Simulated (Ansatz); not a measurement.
# Lattice dynamics of Ir(111) slab, 3 layers

Task: relax Ir(111) slab, 3 layers, then find its harmonic phonons.

Method: DFT PBEsol, scalar-relativistic, plane waves, PAW; PAW set soft_1, in Ansatz 0.2.0.

## 1. The starting structure

The cell holds 3 atoms: 3 Ir. Cell: a = 2.715 Å, b = 2.715 Å, c = 17.434 Å, α = 90.0°, β = 90.0°, γ = 120.0°. Vacuum lies along c.

## 2. Rough relaxation

A rough relaxation comes first, because large forces or stress need no tight tolerances yet.

The program solves this slab on a cell height of its own, 32.7 Å, in place of the one typed.

The input, input.yaml:

```yaml
crystal:
  lattice:
    - [2.71529, 0.0, 0.0]
    - [-1.35765, 2.35151, 0.0]
    - [0.0, 0.0, 17.43405]
  atoms:
    - { symbol: Ir, position: [0.0, 0.0, 0.372834] }
    - { symbol: Ir, position: [0.333333, 0.666667, 0.5] }
    - { symbol: Ir, position: [0.666667, 0.333333, 0.627166] }
  periodic: [true, true, false]
kpoints:
  mp_grid: { grid: [9, 9, 1] }
hamiltonian:
  xc: pbesol
  pseudopotentials: { kind: paw, azcp: { folder: soft_1 }, xc_functional: pbe }
scf:
  occupations: { method: gaussian, width: 0.1 }
output:
  forces: true
  stress: true
  eigenvalues: true
relax:
  adjacent_minimum: "off"
  f_tol: 0.05
  max_steps: 80
  cell: { stress_2d_tol: 0.02 }
```

Run with:

```console
> ansatz run input.yaml --threads 4 --pin off --max-ram 16384MiB --backend cpu --events-out ev --progress --plain --runs-dir out
```

Numbers of over 12 decimals in the logs are rounded to 6 here.

Log:

```text
[...]
F+E_penalty+E_count = -35399.21662793 eV   max|allowed force component| = 8.999e-6 eV/Å   (the final SCF, on the basis selected at the relaxed cell)
  cell:  # Å, volume = 200.8601 Å³
    - [2.664525, 2.8327807778746588e-6, 0]
    - [-1.332265, 2.307545, 0]
    - [0, 0, 32.6680736092]
  atoms:
    - { symbol: Ir, position: [1.0661089279916182e-18, 1.0661095823786031e-18, 0.200168] }
    - { symbol: Ir, position: [0.333333, 0.666667, 0.266836] }
    - { symbol: Ir, position: [0.666667, 0.333333, 0.333504] }
[key lines of the parts left out:]
SCF converged after 7 iterations
Free energy (F): -35399.216628 eV
Fermi energy:    -5.444876 eV
P = ½ c Tr σ = 0.0133 N/m
```

It took 9.7 s on 4 threads of Arm Neoverse V2, shared host; peak memory 0.51 GiB; 35 s of CPU time.

Relaxation path:

```
step  energy less that of the first step (eV)  largest force component (eV/Å)  volume (Å³)
   1                                   0.0000                          0.8101       208.59
   2                                   0.3509                          2.4639       191.00
   3                                  -0.1303                          0.1681       202.26
   4                                  -0.1353                          0.0046       200.89
   5                                  -0.1353                          0.0002       200.86
  6*                                  -0.1345                          0.0000       200.86
```

Relaxation steps marked * repeat the geometry before them on a plane-wave basis chosen anew for their cell, so energy and pressure can jump there. Relaxation step 2 was tried and not accepted.

Forces are held to the 12 operations that the run works with; a distortion that breaks them can't arise in this run.

```
cell as run  before  after  change
      a (Å)   2.715  2.665  -1.9 %
      b (Å)   2.715  2.665  -1.9 %
```

The atoms that moved most (Å, along periodic axes as changes of fractional coordinates times the final cell, across vacuum about the mean position):

```
atom     dx     dy      dz  length
 Ir3  0.000  0.000  -0.039   0.039
 Ir1  0.000  0.000   0.039   0.039
```

Final coordinates:

```cif
data_structure
_symmetry_space_group_name_H-M 'P 1'
_symmetry_Int_Tables_number 1
_cell_length_a 2.6645
_cell_length_b 2.6645
_cell_length_c 32.6681
_cell_angle_alpha 90.000
_cell_angle_beta 90.000
_cell_angle_gamma 120.000
_cell_volume 200.86
loop_
_atom_site_label
_atom_site_type_symbol
_atom_site_fract_x
_atom_site_fract_y
_atom_site_fract_z
_atom_site_occupancy
Ir1 Ir 0.00000 0.00000 0.20017 1
Ir2 Ir 0.33333 0.66667 0.26684 1
Ir3 Ir 0.66667 0.33333 0.33350 1
```

Numbers from this step:

| Property | Result |
| --- | --- |
| gap on the k-mesh | 0 eV |
| area per atom | 2.05 Å² |

## 3. Bringing the structure to rest

The cell and atoms are relaxed, since residual forces and stress would shift the frequencies.

The input, input.yaml:

```yaml
crystal:
  lattice:
    - [2.664524998, 2.8328e-06, 0.0]
    - [-1.3322649522, 2.3075449209, 0.0]
    - [0.0, 0.0, 32.6680736092]
  atoms:
    - { symbol: Ir, position: [0.0, 0.0, 0.2001684493] }
    - { symbol: Ir, position: [0.3333333333, 0.6666666667, 0.2668362115] }
    - { symbol: Ir, position: [0.6666666667, 0.3333333333, 0.3335039737] }
  periodic: [true, true, false]
kpoints:
  mp_grid: { grid: [18, 18, 1] }
hamiltonian:
  xc: pbesol
  pseudopotentials: { kind: paw, azcp: { folder: soft_1 }, xc_functional: pbe }
scf:
  occupations: { method: gaussian, width: 0.1 }
output:
  forces: true
  stress: true
  eigenvalues: true
  write_density: true
  write_potential: true
  elf: true
  volumetric_format: npy
relax:
  adjacent_minimum: "off"
  f_tol: 0.005
  max_steps: 80
  cell: { stress_2d_tol: 0.02 }
```

Log:

```text
[...]
Crystal: 3 atoms, lattice volume = 200.860 Å³
Basis set: ecut = 420 eV, 3991 PW (Γ), exchange–correlation on 36×36×450 points (8 copies of the dense FFT grid, shifted against one another)
Bands: 31, of which v1, the nominal top of the filled ones, is band 26 counted from 1 (25 counted from 0)
Symmetry: 12 space group operations
[...]
k-points: 37 of 324
[...]
SCF iter   1: F=—  HF=-35399.719063 eV  |F-HF|=—  |Δ(HF+E_count)|=         —  Δρ=2.48e-2  dr2=1.66e0  ethr=3.10e-3  ⟨swp⟩=16.2  Hψ=9744  notcnv=0
[...]
SCF iter  12: F=-35399.244618 eV  HF=-35399.244618 eV  |F-HF|=1.02e-10  |Δ(HF+E_count)|=   3.78e-9  Δρ=1.27e-7  dr2=3.81e-11  ethr=1.04e-12  ⟨swp⟩=12.2  Hψ=10319  notcnv=0
SCF 1 converged in 12 iterations: F = -35399.244618 eV  dr2 = 3.81e-11
[...]
relax step   1: F+E_penalty+E_count = -35399.24461774 eV  Δ(F+E_penalty+E_count) = +0.000e0 eV  max|allowed force component| = 2.291e-2 eV/Å  Δτ_max = 0.0000 Å  P = -0.144 N/m  Ω = 200.860 Å³  fix = [c, alpha, beta]  reactions: c -0.000 N/m  (12 SCF iters, dr2 threshold 1.00e-7 eV, accepted)
Crystal: 3 atoms, lattice volume = 200.747 Å³
[...]
SCF iter   6: F=-35399.244583 eV  HF=-35399.244583 eV  |F-HF|=9.86e-9  |Δ(HF+E_count)|=   3.64e-8  Δρ=7.95e-7  dr2=1.82e-9  ethr=6.43e-11  ⟨swp⟩=22.7  Hψ=13447  notcnv=0
SCF 2 converged in 6 iterations: F = -35399.244583 eV  dr2 = 1.82e-9
relax step   2: F+E_penalty+E_count = -35399.24458310 eV  Δ(F+E_penalty+E_count) = +3.464e-5 eV  max|allowed force component| = 3.195e-2 eV/Å  Δτ_max = 0.0038 Å  P = +0.261 N/m  Ω = 200.747 Å³  energy of the carried Pulay correction = +1.229e-5 eV  fix = [c, alpha, beta]  (6 SCF iters, dr2 threshold 3.28e-8 eV, rejected (line search))
Crystal: 3 atoms, lattice volume = 200.827 Å³
[...]
SCF iter   9: F=-35399.244664 eV  HF=-35399.244664 eV  |F-HF|=4.37e-11  |Δ(HF+E_count)|=  1.02e-10  Δρ=3.00e-8  dr2=1.71e-12  ethr=1.00e-12  ⟨swp⟩=14.9  Hψ=9358  notcnv=0
SCF 3 converged in 9 iterations: F = -35399.244664 eV  dr2 = 1.71e-12
relax step   3: F+E_penalty+E_count = -35399.24466406 eV  Δ(F+E_penalty+E_count) = -4.632e-5 eV  max|allowed force component| = 2.131e-4 eV/Å  Δτ_max = 0.0017 Å  P = +0.004 N/m  Ω = 200.827 Å³  energy of the carried Pulay correction = +3.569e-6 eV  fix = [c, alpha, beta]  reactions: c +0.000 N/m  (9 SCF iters, accepted)
[...]
SCF iter   1: F=—  HF=-35399.244708 eV  |F-HF|=—  |Δ(HF+E_count)|=         —  Δρ=9.35e-7  dr2=5.55e-10  ethr=6.66e-8  ⟨swp⟩=8.5  Hψ=16567  notcnv=0
eigensolver tolerance schedule: the retry pair's looser diagonalisation over-reported the residual by 61218.34 of it (diagonalisation noise at an unbounded share of the residual, at the tolerance the schedule requests for it); recorded, not acted on — ethr = c·dr2/N_el stays at c = 1.0e-1
SCF iter   2: F=—  HF=-35399.244660 eV  |F-HF|=—  |Δ(HF+E_count)|=   4.79e-5  Δρ=1.17e-6  dr2=1.30e-9  ethr=1.09e-12  ⟨swp⟩=9.1  Hψ=6634  notcnv=0
[...]
SCF iter   6: F=-35399.244660 eV  HF=-35399.244660 eV  |F-HF|=1.38e-10  |Δ(HF+E_count)|=  5.82e-11  Δρ=3.50e-8  dr2=1.08e-12  ethr=1.00e-12  ⟨swp⟩=16.5  Hψ=10091  notcnv=0
SCF 4 converged in 6 iterations: F = -35399.244660 eV  dr2 = 1.08e-12
relax step   4: F+E_penalty+E_count = -35399.24466010 eV  Δ(F+E_penalty+E_count) = +3.959e-6 eV  max|allowed force component| = 2.125e-4 eV/Å  Δτ_max = 0.0000 Å  P = +0.004 N/m  Ω = 200.827 Å³  fix = [c, alpha, beta]  reactions: c +0.000 N/m  stress off target by 3.67e-3 N/m on what of the cell is left free  SCF on the basis re-selected at this cell (its energy is not comparable with the rows above)  (6 SCF iters)
[...]
WARN: The output density's exchange-correlation potential varies sharply where the density is thin. Do not read a vacuum level from v_tot or v_xc, or from such a field of the output density. On a cell that repeats whose density bears no net charge and no dipole along the vacuum's axis use v_es (v_loc + v_h of the components); under efield.dipole_correction with no amplitude use v_es + v_field, which holds any externa [...]
SCF converged after 6 iterations
Free energy (F): -35399.244660 eV
[...]
Internal energy: -35399.220780 eV  (E = F + TS)
E sigma→0 (E₀):  -35399.232720 eV
Entropy (-TS):   -0.023880 eV (-7.960 meV/atom)
Fermi energy:    -5.493256 eV
[...]
--- Forces (eV/Å), atoms counted from 1 ---
  atom   1  Ir     0.00000000    -0.00000000     0.00021251
  atom   2  Ir     0.00000000    -0.00000000     0.00000000
  atom   3  Ir     0.00000000     0.00000000    -0.00021251
  max |Σ_I F_I| component: 4.63e-18 eV/Å
--- 2D stress c σ (N/m, compression-positive) ---
        0.003666       0.000000      -0.000000
        0.000000       0.003666       0.000000
       -0.000000       0.000000       0.000000
  P = ½ c Tr σ = 0.0037 N/m
--- Band table (eV; the first three rows and the last of 37) ---
  k-point 0: bands = [... 22 lower, -8.6336, -6.8519, -6.6370, -6.6370, -5.7766, -5.7766, -5.4298, -4.7273, ... 1 higher]
  k-point 1: bands = [... 22 lower, -8.5259, -7.1434, -6.6983, -6.6799, -6.0403, -5.7683, -5.4337, -4.7214, ... 1 higher]
  k-point 2: bands = [... 22 lower, -8.2080, -7.6396, -6.9338, -6.8214, -6.5060, -5.7695, -4.8406, -4.7043, ... 1 higher]
  k-point 36: bands = [... 22 lower, -7.0989, -7.0989, -5.4140, -5.4140, -5.0011, 0.5517, 0.7318, 0.7318, ... 1 higher]
--- Relaxed structure (3 steps of the walk, 2 accepted, 1 SCFs on fresh bases) ---
[...]
cell:  # Å, volume = 200.8273 Å³
    - [2.664307, 2.832524405683833e-6, 0]
    - [-1.332156, 2.307357, 0]
    - [0, 0, 32.6680736092]
  atoms:
    - { symbol: Ir, position: [0, 0, 0.200219] }
    - { symbol: Ir, position: [0.333333, 0.666667, 0.2668362115] }
    - { symbol: Ir, position: [0.666667, 0.333333, 0.333453] }
```

Wall time 19 s (4 threads); peak memory 0.59 GiB.

Little changed from the start: no atom moved by 0.005 Å and no cell edge by 0.1 %.

This step gave:

```yaml
area_per_atom: 2.049 Å²
```

ELF in the ac plane at fractional y = 0.333, with atoms of Ir within 0.2 Å of it. It is the smooth field of the valence electrons, not physical close to the nuclei.

Values, 24 rows by 14 columns, each cell a mean:
```
0.00 0.00 0.00 0.00 0.00 0.00 0.00 0.00 0.00 0.00 0.00 0.00 0.00 0.00
0.00 0.00 0.00 0.00 0.00 0.00 0.00 0.00 0.00 0.00 0.00 0.00 0.00 0.00
0.00 0.00 0.00 0.00 0.00 0.00 0.00 0.00 0.00 0.00 0.00 0.00 0.00 0.00
0.00 0.00 0.00 0.00 0.00 0.00 0.00 0.00 0.00 0.00 0.00 0.00 0.00 0.00
0.00 0.00 0.00 0.00 0.00 0.00 0.00 0.00 0.00 0.00 0.00 0.00 0.00 0.00
0.00 0.00 0.00 0.00 0.00 0.00 0.00 0.00 0.00 0.00 0.00 0.00 0.00 0.00
0.00 0.00 0.00 0.00 0.00 0.00 0.00 0.00 0.00 0.00 0.00 0.00 0.00 0.00
0.00 0.00 0.00 0.00 0.00 0.00 0.00 0.00 0.00 0.00 0.00 0.00 0.00 0.00
0.00 0.00 0.00 0.00 0.00 0.00 0.00 0.00 0.00 0.00 0.00 0.00 0.00 0.00
0.00 0.00 0.00 0.00 0.00 0.00 0.00 0.00 0.00 0.00 0.00 0.00 0.00 0.00
0.00 0.00 0.00 0.00 0.00 0.00 0.00 0.00 0.00 0.00 0.00 0.00 0.00 0.00
0.00 0.00 0.00 0.00 0.00 0.00 0.00 0.00 0.00 0.00 0.00 0.00 0.00 0.00
0.00 0.00 0.00 0.00 0.00 0.00 0.00 0.00 0.00 0.00 0.00 0.00 0.00 0.00
0.01 0.01 0.01 0.01 0.01 0.01 0.01 0.01 0.01 0.01 0.01 0.01 0.01 0.01
0.13 0.13 0.14 0.14 0.13 0.12 0.12 0.11 0.11 0.11 0.11 0.11 0.11 0.12
0.32 0.31 0.35 0.34 0.31 0.34 0.42 0.46 0.46 0.44 0.45 0.46 0.45 0.39
0.31 0.28 0.29 0.29 0.28 0.33 0.40 0.44 0.43 0.41 0.42 0.44 0.43 0.37
0.34 0.39 0.41 0.41 0.38 0.33 0.29 0.28 0.28 0.28 0.29 0.28 0.27 0.29
0.31 0.34 0.35 0.35 0.33 0.29 0.26 0.23 0.22 0.21 0.21 0.22 0.24 0.27
0.34 0.36 0.38 0.38 0.35 0.32 0.30 0.31 0.34 0.36 0.35 0.33 0.31 0.31
0.14 0.13 0.13 0.13 0.13 0.14 0.14 0.15 0.16 0.16 0.16 0.15 0.15 0.14
0.01 0.01 0.01 0.01 0.01 0.01 0.01 0.01 0.01 0.01 0.01 0.01 0.01 0.01
0.00 0.00 0.00 0.00 0.00 0.00 0.00 0.00 0.00 0.00 0.00 0.00 0.00 0.00
0.00 0.00 0.00 0.00 0.00 0.00 0.00 0.00 0.00 0.00 0.00 0.00 0.00 0.00
```
Columns run along a (2.7 Å), rows up along c (32.7 Å). Atoms in or near the plane, at fractional coordinates: Ir at (0.67, 0.33).

Electrostatic potential energy in the ac plane at fractional y = 0.333, with atoms of Ir within 0.2 Å of it. With pseudopotentials it is smooth inside the atoms' cores, unlike the true potential.

Values in eV, 24 rows by 14 columns, each cell a mean:
```
  0   0   0   0   0   0   0   0   0   0   0   0   0   0
  0   0   0   0   0   0   0   0   0   0   0   0   0   0
  0   0   0   0   0   0   0   0   0   0   0   0   0   0
  0   0   0   0   0   0   0   0   0   0   0   0   0   0
  0   0   0   0   0   0   0   0   0   0   0   0   0   0
  0   0   0   0   0   0   0   0   0   0   0   0   0   0
  0   0   0   0   0   0   0   0   0   0   0   0   0   0
  0   0   0   0   0   0   0   0   0   0   0   0   0   0
  0   0   0   0   0   0   0   0   0   0   0   0   0   0
  0   0   0   0   0   0   0   0   0   0   0   0   0   0
  0   0   0   0   0   0   0   0   0   0   0   0   0   0
  0   0   0   0   0   0   0   0   0   0   0   0   0   0
  0   0   0   0   0   0   0   0   0   0   0   0   0   0
  0   0   0   0   0   0   0   0   0   0   0   0   0   0
 -1  -1   0   0  -1  -1  -1  -1  -2  -2  -2  -2  -1  -1
-16  -8  -6  -6 -10 -20 -26 -29 -31 -32 -31 -30 -28 -24
-14  -9  -8  -8 -10 -16 -22 -24 -26 -27 -26 -26 -24 -20
-23 -30 -32 -32 -29 -21 -14  -9  -7  -6  -6  -7 -10 -15
-14 -17 -19 -18 -16 -12  -8  -6  -5  -4  -4  -5  -7 -10
-18 -22 -24 -23 -21 -15 -10  -6  -5  -4  -4  -5  -8 -12
 -1  -1  -1  -1  -1  -1  -1   0   0   0   0   0  -1  -1
  0   0   0   0   0   0   0   0   0   0   0   0   0   0
  0   0   0   0   0   0   0   0   0   0   0   0   0   0
  0   0   0   0   0   0   0   0   0   0   0   0   0   0
```
Columns run along a (2.7 Å; values clipped at the 3rd and 97th percentile), rows up along c (32.7 Å). Atoms in or near the plane, at fractional coordinates: Ir at (0.67, 0.33).

Valence density in the ac plane at fractional y = 0.333, with atoms of Ir within 0.2 Å of it. It is the smooth field of the valence electrons, not physical close to the nuclei.

Ten steps, logarithmic in the rise over the least value, from '0' (0.0 e/Å³) to '9' (5.0 e/Å³), each cell a mean:
```
00000000000000
00000000000000
00000000000000
00000000000000
00000000000000
00000000000000
00000000000000
00000000000000
00000000000000
00000000000000
00000000000000
00000000000000
00000000000000
00000000000000
10000111111111
54445679999987
55445678999886
67777655444455
56665544333445
66766554434445
11111111100111
00000000000000
00000000000000
00000000000000
```
Columns run along a (2.7 Å), rows up along c (32.7 Å). Atoms in or near the plane, at fractional coordinates: Ir at (0.67, 0.33).

(Part 1 of 3 ends here.)

[Logs are printed without paths, hosts, clocks, repeated set-up lines and the standing remarks that a program may print on its own settings, such as how far it seeks lower states.]

[Hosts, paths, dates, database ids (printed as entryN), source tags and the programs' standing remarks are cut or masked in the printed files.]
